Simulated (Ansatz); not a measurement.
# How NaF (Villiaumite, Fm-3m) expands on warming, part 5 of 6

How much does NaF (Villiaumite) expand with temperature?

Measurements to reproduce:
- volume expansion coefficient 95.1 1e-6/K and heat capacity C_P per formula unit 46.9 J/mol/K near room temperature (given in “High-Throughput Prediction of Finite-Temperature Properties using the Quasi-Harmonic Approximation”, 2016, arXiv:1603.06924)
- volume expansion coefficient 102.6 1e-6/K near room temperature (given in “Descriptors for thermal expansion in solids”, 2017, arXiv:1701.03966)

Ansatz 0.2.0; DFT LDA, scalar-relativistic, plane waves, PAW (the session's first sound run).

So far. Step 8 (The quasi-harmonic study, q-mesh 4×4×4): Changing the q-mesh (2×2×2 → 4×4×4) takes the volume expansion at 298 K from 95.6 to 96.3 × 10⁻⁶/K and B_T from 52.4 to 52.3 GPa. Step 9 (Quasi-harmonic fit by phonopy): The fit gives a volume expansion of 96.3 × 10⁻⁶/K at 300 K, against 96.3 at 298 K from the study itself, whose static fit uses more cells.

**10. A new level, relaxed again**

The functional, the potentials or the cutoff change, so the crystal is relaxed again at the new setting.

This step: DFT PBE, scalar-relativistic, plane waves, PAW (Ansatz 0.2.0).

input.yaml reads:

```yaml
crystal:
  lattice:
    - [0.0, 2.2513434897, 2.2513434897]
    - [2.2513434897, 0.0, 2.2513434897]
    - [2.2513434897, 2.2513434897, 0.0]
  atoms:
    - { symbol: Na, position: [0.0, 0.0, 0.0] }
    - { symbol: F, position: [0.5, 0.5, 0.5] }
kpoints:
  mp_grid: { grid: [12, 12, 12] }
hamiltonian:
  xc: pbe
scf:
  occupations: { method: fixed }
output:
  forces: true
  stress: true
  eigenvalues: true
relax:
  adjacent_minimum: "off"
  f_tol: 0.001
  max_steps: 60
  cell: { stress_tol: 0.01 }
```

Run with:

```bash
$ ansatz run input.yaml --threads 4 --pin off --max-ram 16384MiB --backend cpu --events-out ev --progress --plain --runs-dir out
```

Numbers of over 12 decimals in the logs are rounded to 6 here.

What it wrote:

```text
[...]
Crystal: 2 atoms, lattice volume = 22.822 Å³
Basis set: ecut = 420 eV, 459 PW (Γ), exchange–correlation on 48×48×48 points (8 copies of the dense FFT grid, shifted against one another)
Bands: 12, of which v1, the nominal top of the filled ones, is band 8 counted from 1 (7 counted from 0)
Symmetry: 48 space group operations
[...]
k-points: 72 of 1728
[...]
SCF iter   1: F=—  HF=-2297.363601 eV  |F-HF|=—  |Δ(HF+E_count)|=         —  Δρ=6.77e-4  dr2=5.32e-5  ethr=1.77e-3  ⟨swp⟩=4.7  Hψ=4228  notcnv=0  defer=136
[...]
SCF iter   6: F=-2297.363267 eV  HF=-2297.363267 eV  |F-HF|=4.51e-8  |Δ(HF+E_count)|=   4.08e-8  Δρ=1.81e-5  dr2=5.11e-8  ethr=6.25e-10  ⟨swp⟩=6.8  Hψ=3587  notcnv=0
SCF 1 converged in 6 iterations: F = -2297.363267 eV  dr2 = 5.11e-8
[...]
relax step   1: F+E_penalty+E_count = -2297.36326742 eV  Δ(F+E_penalty+E_count) = +0.000e0 eV  max|allowed force component| = 2.021e-29 eV/Å  Δτ_max = 0.0000 Å  P = +7.781 GPa  Ω = 22.822 Å³  (6 SCF iters, dr2 threshold 1.00e-7 eV, accepted)
Crystal: 2 atoms, lattice volume = 23.768 Å³
[...]
SCF iter   5: F=-2297.396512 eV  HF=-2297.396512 eV  |F-HF|=1.67e-7  |Δ(HF+E_count)|=   1.25e-6  Δρ=2.71e-5  dr2=1.26e-7  ethr=1.25e-9  ⟨swp⟩=5.2  Hψ=4978  notcnv=0
SCF 2 converged in 5 iterations: F = -2297.396512 eV  dr2 = 1.26e-7
relax step   2: F+E_penalty+E_count = -2297.39651239 eV  Δ(F+E_penalty+E_count) = -3.324e-2 eV  max|allowed force component| = 1.158e-29 eV/Å  Δτ_max = 0.0000 Å  P = +4.542 GPa  Ω = 23.768 Å³  energy of the carried Pulay correction = -2.890e-3 eV  (5 SCF iters, dr2 threshold 2.00e-7 eV, accepted)
Crystal: 2 atoms, lattice volume = 25.234 Å³
Basis set: ecut = 420 eV, 531 PW (Γ), exchange–correlation on 48×48×48 points (8 copies of the dense FFT grid, shifted against one another)
[...]
SCF iter   6: F=-2297.414020 eV  HF=-2297.414020 eV  |F-HF|=1.66e-8  |Δ(HF+E_count)|=   8.44e-7  Δρ=1.42e-5  dr2=3.41e-8  ethr=1.25e-9  ⟨swp⟩=6.0  Hψ=4540  notcnv=0
SCF 3 converged in 6 iterations: F = -2297.414020 eV  dr2 = 3.41e-8
relax step   3: F+E_penalty+E_count = -2297.41402010 eV  Δ(F+E_penalty+E_count) = -1.751e-2 eV  max|allowed force component| = 9.483e-30 eV/Å  Δτ_max = 0.0000 Å  P = +0.355 GPa  Ω = 25.234 Å³  energy of the carried Pulay correction = -7.144e-3 eV  (6 SCF iters, dr2 threshold 2.00e-7 eV, accepted)
[... from here on, the SCF cycles and remarks between the steps are left out ...]
relax step   4: F+E_penalty+E_count = -2297.41380137 eV  Δ(F+E_penalty+E_count) = +2.187e-4 eV  max|allowed force component| = 7.461e-30 eV/Å  Δτ_max = 0.0000 Å  P = +0.015 GPa  Ω = 25.367 Å³  energy of the carried Pulay correction = -7.516e-3 eV  (5 SCF iters, dr2 threshold 2.00e-7 eV, accepted)
relax step   5: F+E_penalty+E_count = -2297.41378534 eV  Δ(F+E_penalty+E_count) = +1.603e-5 eV  max|allowed force component| = 5.187e-29 eV/Å  Δτ_max = 0.0000 Å  P = +0.000 GPa  Ω = 25.373 Å³  energy of the carried Pulay correction = -7.532e-3 eV  (5 SCF iters, dr2 threshold 5.79e-10 eV, accepted)
relax step   6: F+E_penalty+E_count = -2297.42916589 eV  Δ(F+E_penalty+E_count) = -1.538e-2 eV  max|allowed force component| = 5.588e-29 eV/Å  Δτ_max = 0.0000 Å  P = +1.110 GPa  Ω = 25.373 Å³  stress off target by 1.11e0 GPa  SCF on the basis re-selected at this cell (its energy is not comparable with the rows above)  (8 SCF iters)
relax step   7: F+E_penalty+E_count = -2297.42968047 eV  Δ(F+E_penalty+E_count) = -5.146e-4 eV  max|allowed force component| = 2.196e-29 eV/Å  Δτ_max = 0.0000 Å  P = +0.251 GPa  Ω = 25.817 Å³  energy of the carried Pulay correction = -1.354e-3 eV  (5 SCF iters, dr2 threshold 2.00e-7 eV, accepted)
relax step   8: F+E_penalty+E_count = -2297.42935370 eV  Δ(F+E_penalty+E_count) = +3.268e-4 eV  max|allowed force component| = 1.203e-29 eV/Å  Δτ_max = 0.0000 Å  P = +0.016 GPa  Ω = 25.945 Å³  energy of the carried Pulay correction = -1.787e-3 eV  (5 SCF iters, dr2 threshold 1.58e-7 eV, accepted)
relax step   9: F+E_penalty+E_count = -2297.42932383 eV  Δ(F+E_penalty+E_count) = +2.988e-5 eV  max|allowed force component| = 5.711e-30 eV/Å  Δτ_max = 0.0000 Å  P = +0.000 GPa  Ω = 25.954 Å³  energy of the carried Pulay correction = -1.817e-3 eV  (5 SCF iters, dr2 threshold 6.37e-10 eV, accepted)
relax step  10: F+E_penalty+E_count = -2297.43117075 eV  Δ(F+E_penalty+E_count) = -1.847e-3 eV  max|allowed force component| = 7.428e-30 eV/Å  Δτ_max = 0.0000 Å  P = +0.038 GPa  Ω = 25.954 Å³  stress off target by 3.79e-2 GPa  SCF on the basis re-selected at this cell (its energy is not comparable with the rows above)  (9 SCF iters)
relax step  11: F+E_penalty+E_count = -2297.43111501 eV  Δ(F+E_penalty+E_count) = +5.574e-5 eV  max|allowed force component| = 2.850e-29 eV/Å  Δτ_max = 0.0000 Å  P = +0.001 GPa  Ω = 25.975 Å³  energy of the carried Pulay correction = -5.825e-5 eV  (4 SCF iters, dr2 threshold 3.60e-9 eV, accepted)
[...]
SCF iter   7: F=-2297.431198 eV  HF=-2297.431198 eV  |F-HF|=4.55e-13  |Δ(HF+E_count)|=  1.36e-12  Δρ=4.38e-8  dr2=2.98e-13  ethr=1.00e-12  ⟨swp⟩=7.6  Hψ=4182  notcnv=0
SCF 12 converged in 7 iterations: F = -2297.431198 eV  dr2 = 2.98e-13
relax step  12: F+E_penalty+E_count = -2297.43119794 eV  Δ(F+E_penalty+E_count) = -8.293e-5 eV  max|allowed force component| = 2.958e-29 eV/Å  Δτ_max = 0.0000 Å  P = +0.002 GPa  Ω = 25.975 Å³  stress off target by 2.08e-3 GPa  SCF on the basis re-selected at this cell (its energy is not comparable with the rows above)  (7 SCF iters)
[...]
SCF converged after 7 iterations
Free energy (F): -2297.431198 eV
[...]
Internal energy: -2297.431198 eV  (E = F + TS)
E sigma→0 (E₀):  -2297.431198 eV
Fermi energy:    0.707910 eV
[...]
--- Stress (GPa, compression-positive) ---
        0.002082       0.000000      -0.000000
        0.000000       0.002082      -0.000000
       -0.000000      -0.000000       0.002082
  P = ⅓ Tr σ = 0.0021 GPa (0.021 kbar)
--- Band table (eV; the first three rows and the last of 72) ---
  k-point 0: bands = [... 4 lower, -18.3668, 0.7079, 0.7079, 0.7079, 6.7954, 19.3860, 19.3860, 19.3860]
  k-point 1: bands = [... 4 lower, -18.1798, 0.5767, 0.6920, 0.6920, 7.0388, 18.4174, 19.4868, 19.4868]
  k-point 2: bands = [... 4 lower, -17.9901, 0.2525, 0.6491, 0.6491, 7.6938, 16.9381, 19.7530, 19.7530]
  k-point 71: bands = [... 4 lower, -17.8402, -0.1158, -0.1158, 0.1746, 13.6479, 13.6479, 15.4510, 17.0924]
--- Relaxed structure (9 steps of the walk, 9 accepted, 3 SCFs on fresh bases) ---
[...]
cell:  # Å, volume = 25.9747 Å³
    - [0, 2.350573, 2.350573]
    - [2.350573, 0, 2.350573]
    - [2.350573, 2.350573, 0]
  atoms:
    - { symbol: Na, position: [0, 0, 0] }
    - { symbol: F, position: [0.500000, 0.500000, 0.500000] }
```

Wall time 4.2 s (4 threads of Arm Neoverse V2, shared host); peak memory 0.28 GiB; 14 s of CPU time.

The steps of the relaxation:

```
step  energy less that of the first step (eV)  largest force component (eV/Å)  pressure (GPa)  volume (Å³)
   1                                   0.0000                          0.0000            7.78        22.82
   2                                  -0.0332                          0.0000            4.54        23.77
   3                                  -0.0508                          0.0000            0.35        25.23
   4                                  -0.0505                          0.0000            0.02        25.37
   5                                  -0.0505                          0.0000            0.00        25.37
  6*                                  -0.0659                          0.0000            1.11        25.37
   7                                  -0.0664                          0.0000            0.25        25.82
   8                                  -0.0661                          0.0000            0.02        25.95
   9                                  -0.0661                          0.0000            0.00        25.95
 10*                                  -0.0679                          0.0000            0.04        25.95
  11                                  -0.0678                          0.0000            0.00        25.97
 12*                                  -0.0679                          0.0000            0.00        25.97
```

Relaxation steps marked * repeat the geometry before them on a plane-wave basis chosen anew for their cell, so energy and pressure can jump there.

The run keeps the 48 symmetry operations that it works with, so distortions that break them were not tested.

```
conventional cell, symmetrised  before  after   change
                         a (Å)   4.503  4.701   +4.4 %
                         b (Å)   4.503  4.701   +4.4 %
                         c (Å)   4.503  4.701   +4.4 %
              volume (Å³/atom)   11.41  12.99  +13.8 %
```

Final coordinates:

```
Na F
1.0
     0.00000    2.35057    2.35057
     2.35057    0.00000    2.35057
     2.35057    2.35057    0.00000
Na F
1 1
Direct
  0.00000 0.00000 0.00000
  0.50000 0.50000 0.50000
```

Numbers from this step:

```
pressure          : 0.002082 GPa
gap on the k-mesh : 6.088 eV
volume per atom   : 12.99 Å³
```

The residual pressure is 0.0021 GPa, small enough for phonons.

**11. The quasi-harmonic study, q-mesh 4×4×4 (run 2)**

The study relaxes the crystal at several strains, solves the phonons on some of them and minimises the free energy at each temperature (static energy, vibrations, the electrons in a metal, and PV under a set pressure); the q-mesh sets how far the force constants reach.

input.yaml, the sections that differ from step 10:

```yaml
crystal:
  lattice:
    - [0.0, 2.3505731552, 2.3505731552]
    - [2.3505731552, 0.0, 2.3505731552]
    - [2.3505731552, 2.3505731552, 0.0]
  atoms:
    - { symbol: Na, position: [0.0, 0.0, 0.0] }
    - { symbol: F, position: [0.5, 0.5, 0.5] }
output:
  eigenvalues: true
phonons:
  method: dfpt
  qmesh: [4, 4, 4]
  temperatures: { t_max: 800.0, t_step: 50 }
  thermal_expansion: {}
# kpoints, hamiltonian, scf: as in step 10
# relax: removed
```

What it wrote:

```text
[...]
Crystal: 2 atoms, lattice volume = 25.975 Å³
Basis set: ecut = 487.2 eV, 609 PW (Γ), exchange–correlation on 48×48×48 points (8 copies of the dense FFT grid, shifted against one another)
Bands: 12, of which v1, the nominal top of the filled ones, is band 8 counted from 1 (7 counted from 0)
Symmetry: 48 space group operations
[...]
vibrations' free energy: its fit leaves 0.0015 meV an atom at the most
  the electrons' free energy at temperature is not in it: every band gap is over 0.83 eV
  free energies summed between the sampled wave vectors
[...]
the FFT grids of the static calculations differ: 24 × 24 × 24, 25 × 25 × 25, 27 × 27 × 27
  band gaps on the cells' k-points are 5.290 to 6.243 eV
[key lines of the parts left out:]
SCF converged after 8 iterations
Free energy (F): -2297.435714 eV
Fermi energy:    0.709450 eV
P = ⅓ Tr σ = 0.0095 GPa (0.095 kbar)
```

The job ended after 12 min (4 threads; peak memory 1.6 GiB; 48 min of CPU time).

Strained cells of the study; zero-point energy where phonons were solved; the pressures are stresses at a fixed cutoff and can carry an offset from the finite basis. Expansion cells, by row:

```
cell  |a| (Å)  |b| (Å)  |c| (Å)  V (Å³/atom)  E - E_lowest (meV/atom)  pressure, compression positive (GPa)  gap (eV)  zero-point energy (meV/atom)
   1    3.324    3.324    3.324        12.99                        0                                -0.005     6.088                             -
   2    3.351    3.351    3.351         13.3                    0.999                                -1.018     5.967                             -
   3    3.298    3.298    3.298        12.68                    1.075                                 1.125     6.213                             -
   4    3.325    3.325    3.325        12.99                    0.001                                -0.024     6.086                         39.01
   5    3.341    3.341    3.341        13.19                    0.414                                -0.671      6.01                         38.08
   6    3.358    3.358    3.358        13.38                    1.566                                -1.258     5.937                         37.19
   7    3.391    3.391    3.391        13.78                    6.064                                -2.333     5.793                         35.42
   8    3.424    3.424    3.424         14.2                    13.28                                -3.264     5.654                         33.67
   9    3.458    3.458    3.458        14.62                       23                                -4.067     5.521                         31.94
  10    3.492    3.492    3.492        15.06                    35.06                                -4.754     5.392                         30.21
  11    3.292    3.292    3.292        12.61                    1.639                                 1.406     6.243                             -
  12    3.308    3.308    3.308         12.8                    0.398                                 0.667     6.163                             -
  13     3.52     3.52     3.52        15.42                     46.4                                -5.234      5.29                             -
```

Changing the level of theory (LDA → PBE) takes the volume expansion at 298 K from 96.3 to 130 × 10⁻⁶/K and B_T from 52.3 to 36.5 GPa.

**12. Side by side**

Times are for 4 threads of Arm Neoverse V2, shared host. The runs compared:

```
no.  functional  cutoff (eV)    k-mesh  q-mesh  method  pressure (GPa)  volume expansion coefficient at 298 K (1e-6/K)  C_P at 298 K (J/mol-atom/K)  isothermal bulk modulus at 298 K (GPa)     time  memory (GiB)
  1         lda        487.2  12×12×12   2×2×2    dfpt               0                                           95.61                        23.47                                   52.36  1.9 min          0.65
  2         lda        487.2  12×12×12   4×4×4    dfpt               0                                           96.33                        23.48                                   52.29   11 min           1.4
  3         pbe        487.2  12×12×12   4×4×4    dfpt               0                                           129.8                        24.53                                   36.53   12 min           1.6
```

[end of part 5 of 6]

[Logs are printed without paths, hosts, clocks, repeated set-up lines and the standing remarks that a program may print on its own settings, such as how far it seeks lower states.]

[Hosts, paths, dates, database ids (printed as entryN), source tags and the programs' standing remarks are cut or masked in the printed files.]

[A step with changed settings may run another functional than the one named; its input shows which.]
